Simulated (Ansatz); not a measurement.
# GaSb wire along [110], 16 atoms a period, H-terminated: bands by functional, part 2 of 2

Wanted: the relaxed geometry and the bands of the GaSb wire along [110], 16 atoms a period, H-terminated.

Ansatz 0.2.0; DFT PBE, plane waves, PAW; relaxation of a wire's period; PAW set soft_1 (the session's first sound run).

So far. Step 2 (Relaxing the period): The cell's length comes to 4.444 Å with spin left out.

## Step 3: The perfect wire

This step: DFT PBE, plane waves, PAW; bands of a perfect wire; PAW set soft_1 (Ansatz 0.2.0).

At the relaxed period the bands are computed along the axis; those that cross an energy going forward count the channels that a perfect wire would open there.

Input file input.yaml:

```yaml
crystal:
  lattice:
    - [19.59, 0.0, 0.0]
    - [0.0, 18.44, 0.0]
    - [0.0, 0.0, 4.4442734547]
  atoms:
    - { symbol: Sb, position: [0.38479335, 0.620006511, 0.0] }
    - { symbol: H, position: [0.415748535, 0.812238387, 0.0] }
    - { symbol: Ga, position: [0.45982633, 0.741294757, 0.0] }
    - { symbol: Ga, position: [0.46235169, 0.5, 0.0] }
    - { symbol: Sb, position: [0.698317015, 0.608853716, 0.0] }
    - { symbol: H, position: [0.742808317, 0.689183723, 0.0] }
    - { symbol: Ga, position: [0.792470937, 0.5, 0.0] }
    - { symbol: H, position: [0.181177131, 0.5, 0.215851875] }
    - { symbol: H, position: [0.827972336, 0.5, 0.312069685] }
    - { symbol: Sb, position: [0.240193969, 0.5, 0.5] }
    - { symbol: H, position: [0.256472843, 0.306539607, 0.5] }
    - { symbol: H, position: [0.256472843, 0.693460393, 0.5] }
    - { symbol: Ga, position: [0.307519602, 0.371962033, 0.5] }
    - { symbol: Ga, position: [0.307519602, 0.628037967, 0.5] }
    - { symbol: Sb, position: [0.536754928, 0.268809001, 0.5] }
    - { symbol: Sb, position: [0.536754928, 0.731190999, 0.5] }
    - { symbol: Sb, position: [0.54106654, 0.5, 0.5] }
    - { symbol: H, position: [0.58926761, 0.194248995, 0.5] }
    - { symbol: H, position: [0.58926761, 0.805751005, 0.5] }
    - { symbol: Ga, position: [0.621409222, 0.382006914, 0.5] }
    - { symbol: Ga, position: [0.621409222, 0.617993086, 0.5] }
    - { symbol: H, position: [0.827972336, 0.5, 0.687930315] }
    - { symbol: H, position: [0.181177131, 0.5, 0.784148125] }
    - { symbol: Sb, position: [0.38479335, 0.379993489, 0.0] }
    - { symbol: H, position: [0.415748535, 0.187761613, 0.0] }
    - { symbol: Ga, position: [0.45982633, 0.258705243, 0.0] }
    - { symbol: Sb, position: [0.698317015, 0.391146284, 0.0] }
    - { symbol: H, position: [0.742808317, 0.310816277, 0.0] }
kpoints:
  mp_grid: { grid: [1, 1, 19] }
  band_path: { path: ["Γ", Z], npoints: 90 }
scf:
  occupations: { method: fermi_dirac, width: 0.05 }
hamiltonian:
  xc: pbe
  pseudopotentials: { kind: paw, azcp: { folder: soft_1 } }
output:
  dos: { e_range: [-5, 4] }
  write_potential: true
  write_density: true
  volumetric_format: npy
```

Started as:

```sh
$ ansatz run input.yaml --threads 8 --pin off --max-ram 16384MiB --backend cpu --events-out ev --progress --plain --runs-dir out
```

Numbers of over 12 decimals in the logs are rounded to 6 here.

Output:

```text
[...]
Crystal: 28 atoms, lattice volume = 1605.448 Å³
Basis set: ecut = 420 eV, 31443 PW (Γ)
Bands: 146, of which v1, the nominal top of the filled ones, is band 118 counted from 1 (117 counted from 0)
Symmetry: 4 space group operations
[...]
k-points: 10 of 19
[...]
SCF iter   1: F=—  HF=-82332.341407 eV  |F-HF|=—  |Δ(HF+E_count)|=         —  Δρ=2.88e-2  dr2=1.29e1  ethr=3.10e-3  ⟨swp⟩=7.0  Hψ=6399  notcnv=0  defer=26
[...]
SCF iter  12: F=-82328.826095 eV  HF=-82328.826095 eV  |F-HF|=1.71e-8  |Δ(HF+E_count)|=   1.77e-7  Δρ=8.36e-7  dr2=1.40e-8  ethr=4.24e-11  ⟨swp⟩=13.9  Hψ=6701  notcnv=0
SCF 1 converged in 12 iterations: F = -82328.826095 eV  dr2 = 1.40e-8
[...]
NSCF: frozen V_eff on 91 k-points
WARN: The output density's exchange-correlation potential varies sharply where the density is thin. Do not read a vacuum level from v_tot or v_xc, or from such a field of the output density. On a cell that repeats whose density bears no net charge and no dipole along the vacuum's axis use v_es (v_loc + v_h of the components); under efield.dipole_correction with no amplitude use v_es + v_field, which holds any externa [...]
SCF converged after 12 iterations
Free energy (F): -82328.826095 eV
[...]
Internal energy: -82328.826095 eV  (E = F + TS)
E sigma→0 (E₀):  -82328.826095 eV
Entropy (-TS):   -0.000000 eV (-0.000 meV/atom)
Fermi energy:    -0.634831 eV
[...]
--- Band table (eV; the first three rows and the last of 10) ---
  k-point 0: bands = [... 114 lower, -1.9933, -1.9765, -1.6472, -1.3452, 0.1060, 0.1252, 0.2000, 0.4079, ... 24 higher]
  k-point 1: bands = [... 114 lower, -2.0156, -1.8514, -1.7810, -1.5166, 0.2668, 0.3133, 0.3533, 0.5581, ... 24 higher]
  k-point 2: bands = [... 114 lower, -2.0426, -1.9956, -1.9521, -1.7172, 0.6343, 0.6865, 0.6981, 0.8979, ... 24 higher]
  k-point 9: bands = [... 114 lower, -2.7021, -2.5770, -2.4337, -2.3904, 0.6521, 0.7560, 0.7952, 0.9965, ... 24 higher]
```

It took 9.5 min on 8 threads of Arm Neoverse N1, shared host; peak memory 12 GiB; 75 min of CPU time.

This step gave:

| Quantity | Value |
| --- | --- |
| band gap | 1.451 eV |

Electronic bands along the path, in eV, zero at the Fermi level; v1 is the highest filled band, c1 the lowest empty one:

```
  point     v4     v3     v2     v1    c1    c2    c3    c4
      Γ  -1.36  -1.34  -1.01  -0.71  0.74  0.76  0.83  1.04
halfway  -1.62  -1.56  -1.53  -1.40  1.60  1.64  1.86  1.97
      Z  -2.07  -1.93  -1.81  -1.76  1.29  1.37  1.43  1.63
```

The gap is 1.45 eV, with spin left out.

The path shows a direct gap of 1.45 eV (valence top at Γ, conduction bottom at Γ).

## Step 4: Levels at the same atoms, cutoff 500 eV, k-mesh 1×1×14

This step: DFT r2SCAN, plane waves, PAW; bands of a perfect wire at the PBE geometry; PAW set soft_1 (Ansatz 0.2.0).

The atoms stay at the PBE geometry and the functional changes. r2SCAN also reads the kinetic-energy density; it often gives larger moments and wider gaps than PBE, at a higher cost. Against the first PBE run of this kind, the cutoff is 500 eV against 420 and the mesh along the wire has 14 points against 19.

Edit input.yaml of step 3 so:

```diff
@@ -35,3 +35,3 @@
 kpoints:
-  mp_grid: { grid: [1, 1, 19] }
+  mp_grid: { grid: [1, 1, 14] }
   band_path: { path: ["Γ", Z], npoints: 90 }
@@ -40,8 +40,3 @@
 hamiltonian:
-  xc: pbe
+  xc: r2scan
   pseudopotentials: { kind: paw, azcp: { folder: soft_1 } }
-output:
-  dos: { e_range: [-5, 4] }
-  write_potential: true
-  write_density: true
-  volumetric_format: npy
```

Output:

```text
[...]
Crystal: 28 atoms, lattice volume = 1605.448 Å³
Basis set: ecut = 500 eV, 40717 PW (Γ), exchange–correlation on 576×540×144 points (64 copies of the dense FFT grid, shifted against one another)
Bands: 146, of which v1, the nominal top of the filled ones, is band 118 counted from 1 (117 counted from 0)
Symmetry: 4 space group operations
[...]
k-points: 8 of 14
[...]
SCF iter   1: F=—  HF=-82507.102077 eV  |F-HF|=—  |Δ(HF+E_count)|=         —  Δρ=2.87e-2  dr2=1.19e1  dr2_τ=9.94e-2  ethr=3.10e-3  ⟨swp⟩=7.1  Hψ=4796  notcnv=0  defer=24
[...]
SCF iter  12: F=-82505.316442 eV  HF=-82505.316442 eV  |F-HF|=1.73e-9  |Δ(HF+E_count)|=   5.91e-8  Δρ=7.11e-7  dr2=1.66e-8  dr2_τ=1.86e-10  ethr=4.24e-11  ⟨swp⟩=14.9  Hψ=5514  notcnv=0
SCF 1 converged in 12 iterations: F = -82505.316442 eV  dr2 = 1.66e-8
[...]
SCF converged after 12 iterations
Free energy (F): -82505.316442 eV
[...]
Internal energy: -82505.316442 eV  (E = F + TS)
E sigma→0 (E₀):  -82505.316442 eV
Fermi energy:    -0.677465 eV
[...]
--- Band table (eV; the first three rows and the last of 8) ---
  k-point 0: bands = [... 114 lower, -2.2014, -2.1857, -1.8505, -1.5338, 0.2080, 0.2275, 0.3141, 0.5208, ... 24 higher]
  k-point 1: bands = [... 114 lower, -2.2350, -2.0730, -2.0479, -1.8013, 0.4920, 0.5168, 0.6005, 0.7906, ... 24 higher]
  k-point 2: bands = [... 114 lower, -2.3066, -2.2993, -2.2722, -1.9724, 1.0412, 1.0515, 1.0772, 1.2962, ... 24 higher]
  k-point 7: bands = [... 114 lower, -2.9604, -2.8151, -2.6852, -2.6321, 0.7348, 0.8683, 0.8975, 1.0906, ... 24 higher]
```

The job ended after 14 min (8 threads; peak memory 14 GiB).

Numbers from this step:

| Property | Result |
| --- | --- |
| band gap | 1.742 eV |

Electronic bands along the path, in eV, zero at the Fermi level; v1 is the highest filled band, c1 the lowest empty one:

```
  point     v4     v3     v2     v1    c1    c2    c3    c4
      Γ  -1.52  -1.51  -1.17  -0.86  0.89  0.91  0.99  1.20
halfway  -1.80  -1.74  -1.71  -1.58  1.78  1.79  2.00  2.14
      Z  -2.28  -2.14  -2.01  -1.95  1.41  1.55  1.57  1.77
```

The gap is 1.74 eV, against 1.45 eV under PBE at the relaxed period.

## Step 5: Another level of theory, level HSE06, cutoff 420 eV

This step: DFT HSE06, plane waves, PAW; levels of a perfect wire at the PBE geometry; PAW set soft_1 (Ansatz 0.2.0).

The atoms stay at the PBE geometry and the functional changes. HSE06 mixes in a quarter of short-range exact exchange, which removes part of the self-interaction that closes gaps; it is dear, so the mesh is thinner and no path is run. Against the first PBE run of this kind, the mesh along the wire has 7 points against 19.

Edit input.yaml of step 4 so:

```diff
@@ -35,4 +35,3 @@
 kpoints:
-  mp_grid: { grid: [1, 1, 14] }
-  band_path: { path: ["Γ", Z], npoints: 90 }
+  mp_grid: { grid: [1, 1, 7] }
 scf:
@@ -40,3 +39,3 @@
 hamiltonian:
-  xc: r2scan
+  xc: hse06
   pseudopotentials: { kind: paw, azcp: { folder: soft_1 } }
```

Output:

```text
[...]
Crystal: 28 atoms, lattice volume = 1605.448 Å³
Basis set: ecut = 420 eV, 31443 PW (Γ)
Bands: 146, of which v1, the nominal top of the filled ones, is band 118 counted from 1 (117 counted from 0)
Symmetry: 4 space group operations
[...]
k-points: 4 of 7
[...]
E sigma→0 (E₀):  -82367.657375 eV
Fermi energy:    -0.686764 eV
[...]
--- Band table (eV) ---
  k-point 0: bands = [... 114 lower, -2.4697, -2.4093, -2.0480, -1.7351, 0.3912]
  k-point 1: bands = [... 114 lower, -2.5415, -2.5177, -2.4927, -2.2011, 1.2496]
  k-point 2: bands = [... 114 lower, -2.8022, -2.7000, -2.6618, -2.6172, 1.2088]
  k-point 3: bands = [... 114 lower, -3.1391, -3.0740, -2.8533, -2.8516, 0.9403]
  guard bands above this table: 27 of the run's 146 bands. The solve was not asked for them (output.publish_guard_bands: true or output.eigenvalues: true publishes all)
[key lines of the parts left out:]
Free energy (F): -82367.657375 eV
```

Wall time 19 min (8 threads); peak memory 7.5 GiB.

Numbers from this step:

```yaml
band_gap: 2.126 eV
```

The gap is 2.13 eV, against 1.45 eV under PBE at the relaxed period.

## Step 6: With spin-orbit coupling, k-mesh 1×1×12

This step: DFT PBE, plane waves, fully relativistic PAW; bands of a perfect wire with spin-orbit coupling; PAW set soft_1 (Ansatz 0.2.0).

Spin-orbit coupling mixes the spins and splits bands that cross or touch without it, so it can open or close channels. Fully relativistic datasets take the place of the scalar ones.

Edit input.yaml of step 5 so:

```diff
@@ -35,3 +35,4 @@
 kpoints:
-  mp_grid: { grid: [1, 1, 7] }
+  mp_grid: { grid: [1, 1, 12] }
+  band_path: { path: ["Γ", Z], npoints: 90 }
 scf:
@@ -39,3 +40,6 @@
 hamiltonian:
-  xc: hse06
-  pseudopotentials: { kind: paw, azcp: { folder: soft_1 } }
+  xc: pbe
+  pseudopotentials: { kind: paw_fr, azcp: { folder: soft_1 } }
+magnetization:
+  noncollinear: true
+  spin_orbit: true
```

Output:

```text
Engine: ansatz 0.2.0, aarch64-unknown-linux-gnu
Pseudopotentials: kind: paw_fr
Pseudopotential: Sb, paw, valence charge 15, recommended cutoff 420 eV (normal), soft_1/Sb.paw.azcp
Pseudopotential: H, paw, valence charge 1, recommended cutoff 420 eV (normal), soft_1/H.paw.azcp
Pseudopotential: Ga, paw, valence charge 13, recommended cutoff 420 eV (normal), soft_1/Ga.paw.azcp
Functional definition: PBE
  parameter kappa = 0.804
  parameter beta = 0.066725
  exchange = pbe_x(kappa = kappa, mu = beta*pi^2/3)
  correlation = pbe_c(beta = beta)
non-collinear run that drives no moment, with spin-orbit: no starting moment large enough to seed its density (crystal.atoms[].spin), no starting occupations that ask for one, no magnetisation constraint and no magnetic field, so the semilocal B_xc is pinned to zero
Crystal: 28 atoms, lattice volume = 1605.448 Å³
Basis set: ecut = 420 eV, 31443 PW (Γ)
Bands: 292, of which v1, the nominal top of the filled ones, is band 236 counted from 1 (235 counted from 0)
Symmetry: 4 space group operations + 4 with time reversal
Magnetic group: BNS 25.58 (UNI 156), of the structure as read, at distance tolerance 1.2e-4 Å
k-points: 7 of 12
Projection manifold: j_resolved (fully-relativistic pseudo-atomic orbitals)
Non-local potential: Sb, projectors of the file, resolved by j, l = 0: 2, l = 1: 4, l = 2: 4, l = 3: 2
Non-local potential: H, projectors of the file, resolved by j, l = 0: 2, l = 1: 2
Non-local potential: Ga, projectors of the file, resolved by j, l = 0: 2, l = 1: 4, l = 2: 6, l = 3: 2
PAW form: soft (Blöchl's): semilocal exchange-correlation on the pseudo side does not see the compensation charge
PAW one-centre angular grid: Sb, 590 points (default); XC on 96 Gauss nodes
PAW one-centre angular grid: H, 110 points (default); XC on 64 Gauss nodes
PAW one-centre angular grid: Ga, 590 points (default); XC on 64 Gauss nodes
Initial density: superposition of atomic densities (neutral atoms: chi_scale 0, normalization atom)
Initial wavefunctions: pseudopotential atomic-orbital guess
Functional: x = pbe(κ = 0.804, μ = 0.219515), c = pbe(β = 0.066725)
SCF iter   1: F=—  HF=-82352.226495 eV  |F-HF|=—  |Δ(HF+E_count)|=         —  Δρ=2.88e-2  dr2=1.28e1  dr2_m=0.00e0 (ungated)  ethr=3.10e-3  |M|=0.00e0 ∫|m|=0.00e0 μB  |m|>n=0.0e0 m-floor=0.0e0 τ_xc=0.0e0  β_m=0.30  ⟨swp⟩=7.0  Hψ=10508  notcnv=0  defer=102
preconditioner: auto → Resta (q_TF=auto, 1.982 Å⁻¹)  ε∞=1.8  [insulator: Δε(μ)=1.389 eV  Ē_g=13.175 eV  σ=0.050 eV  W_gap=1.00  n_scr=220 (ndim 8)  ℏωp=11.6 eV  f_vac=0.588  D(μ)=0.00/eV (n_scr^D=0)  ε∞_Penn≈1.8  vacuum switching on, ρ_ref=1.3e-2 e/Å³]
spin=Noncollinear: Resta preconditioning applied to the charge; magnetization (m_x, m_y, m_z) channels mix plain (no charge-response kernel on spin).
SCF iter   2: F=—  HF=-82349.961434 eV  |F-HF|=—  |Δ(HF+E_count)|=    2.27e0  Δρ=1.84e-2  dr2=4.92e0  dr2_m=0.00e0 (ungated)  ethr=3.10e-3  |M|=0.00e0 ∫|m|=0.00e0 μB  |m|>n=0.0e0 m-floor=0.0e0 τ_xc=0.0e0  β_m=0.51  ⟨swp⟩=2.7  Hψ=2690  notcnv=0  defer=324
SCF iter   3: F=—  HF=-82348.878166 eV  |F-HF|=—  |Δ(HF+E_count)|=    1.08e0  Δρ=4.82e-3  dr2=1.04e0  dr2_m=0.00e0 (ungated)  ethr=2.08e-3  |M|=0.00e0 ∫|m|=0.00e0 μB  |m|>n=0.0e0 m-floor=0.0e0 τ_xc=0.0e0  β_m=0.48  ⟨swp⟩=3.9  Hψ=2811  notcnv=0  defer=323
SCF iter   4: F=—  HF=-82348.725924 eV  |F-HF|=—  |Δ(HF+E_count)|=   1.52e-1  Δρ=1.63e-3  dr2=6.02e-2  dr2_m=0.00e0 (ungated)  ethr=4.39e-4  |M|=0.00e0 ∫|m|=0.00e0 μB  |m|>n=0.0e0 m-floor=0.0e0 τ_xc=0.0e0  β_m=0.53  ⟨swp⟩=4.4  Hψ=2903  notcnv=0  defer=316
SCF iter   5: F=—  HF=-82348.729455 eV  |F-HF|=—  |Δ(HF+E_count)|=   3.53e-3  Δρ=7.56e-4  dr2=7.71e-3  dr2_m=0.00e0 (ungated)  ethr=2.55e-5  |M|=0.00e0 ∫|m|=0.00e0 μB  |m|>n=0.0e0 m-floor=0.0e0 τ_xc=0.0e0  β_m=0.55  ⟨swp⟩=2.0  Hψ=2922  notcnv=0  defer=316
SCF iter   6: F=—  HF=-82348.731374 eV  |F-HF|=—  |Δ(HF+E_count)|=   1.92e-3  Δρ=2.60e-4  dr2=1.49e-3  dr2_m=0.00e0 (ungated)  ethr=3.27e-6  |M|=0.00e0 ∫|m|=0.00e0 μB  |m|>n=0.0e0 m-floor=0.0e0 τ_xc=0.0e0  β_m=0.58  ⟨swp⟩=2.0  Hψ=2820  notcnv=0  defer=316
SCF iter   7: F=—  HF=-82348.731932 eV  |F-HF|=—  |Δ(HF+E_count)|=   5.58e-4  Δρ=9.99e-5  dr2=4.53e-4  dr2_m=0.00e0 (ungated)  ethr=6.32e-7  |M|=0.00e0 ∫|m|=0.00e0 μB  |m|>n=0.0e0 m-floor=0.0e0 τ_xc=0.0e0  β_m=0.54  ⟨swp⟩=2.0  Hψ=2164  notcnv=0  defer=316
SCF iter   8: F=—  HF=-82348.731992 eV  |F-HF|=—  |Δ(HF+E_count)|=   5.98e-5  Δρ=3.34e-5  dr2=2.35e-5  dr2_m=0.00e0 (ungated)  ethr=1.92e-7  |M|=0.00e0 ∫|m|=0.00e0 μB  |m|>n=0.0e0 m-floor=0.0e0 τ_xc=0.0e0  β_m=0.56  ⟨swp⟩=2.0  Hψ=2068  notcnv=0  defer=316
SCF iter   9: F=—  HF=-82348.731891 eV  |F-HF|=—  |Δ(HF+E_count)|=   1.01e-4  Δρ=1.62e-5  dr2=7.16e-6  dr2_m=0.00e0 (ungated)  ethr=9.94e-9  |M|=0.00e0 ∫|m|=0.00e0 μB  |m|>n=0.0e0 m-floor=0.0e0 τ_xc=0.0e0  β_m=0.60  ⟨swp⟩=2.0  Hψ=3180  notcnv=0  defer=316
SCF iter  10: F=—  HF=-82348.731896 eV  |F-HF|=—  |Δ(HF+E_count)|=   5.24e-6  Δρ=8.62e-6  dr2=3.40e-6  dr2_m=0.00e0 (ungated)  ethr=3.03e-9  |M|=0.00e0 ∫|m|=0.00e0 μB  |m|>n=0.0e0 m-floor=0.0e0 τ_xc=0.0e0  β_m=0.56  ⟨swp⟩=2.3  Hψ=2738  notcnv=0  defer=316
SCF iter  11: F=—  HF=-82348.731897 eV  |F-HF|=—  |Δ(HF+E_count)|=   7.64e-7  Δρ=3.02e-6  dr2=1.89e-7  dr2_m=0.00e0 (ungated)  ethr=1.44e-9  |M|=0.00e0 ∫|m|=0.00e0 μB  |m|>n=0.0e0 m-floor=0.0e0 τ_xc=0.0e0  β_m=0.55  ⟨swp⟩=2.0  Hψ=2202  notcnv=0  defer=316
SCF iter  12: F=-82348.731897 eV  HF=-82348.731897 eV  |F-HF|=3.23e-9  |Δ(HF+E_count)|=   1.88e-7  Δρ=9.82e-7  dr2=3.60e-8  dr2_m=0.00e0 (ungated)  ethr=4.24e-11  |M|=0.00e0 ∫|m|=0.00e0 μB  |m|>n=0.0e0 m-floor=0.0e0 τ_xc=0.0e0  ⟨swp⟩=16.0  Hψ=11484  notcnv=0
SCF 1 converged in 12 iterations: F = -82348.731897 eV  dr2 = 3.60e-8
[...]
NSCF: frozen V_eff on 91 k-points
```

It took 1.8 h on 8 threads; peak memory 14 GiB.

The run was cut off at the time limit after its SCF cycle had converged; no result of it is taken.

## Step 7: Summary of results

- cell length, PBE: 4.444 Å
- gap, PBE: 1.45 eV
- gap, r2SCAN: 1.74 eV
- gap, HSE06: 2.13 eV

Under PBE the cell's length is 4.44 Å, and a gap of 1.45 eV makes it a semiconductor. At the relaxed period the wire is gapped under every functional, from 1.45 eV (PBE) to 2.13 eV (HSE06). Weak screening in one dimension makes quasiparticle gaps larger than the semilocal gaps, as a rule. Plain hydrogen on a compound's surface is a simple closure: it may leave surface states, and facets that end in unlike atoms put a field across the wire, both of which shrink the gap. Spin-orbit coupling is left out, which matters for the bands of heavy atoms. A hybrid's gap is read on a coarse mesh, without a band path.

[Logs are printed without paths, hosts, clocks, repeated set-up lines and the standing remarks that a program may print on its own settings, such as how far it seeks lower states.]

[Hosts, paths, dates, database ids (printed as entryN), source tags and the programs' standing remarks are cut or masked in the printed files.]
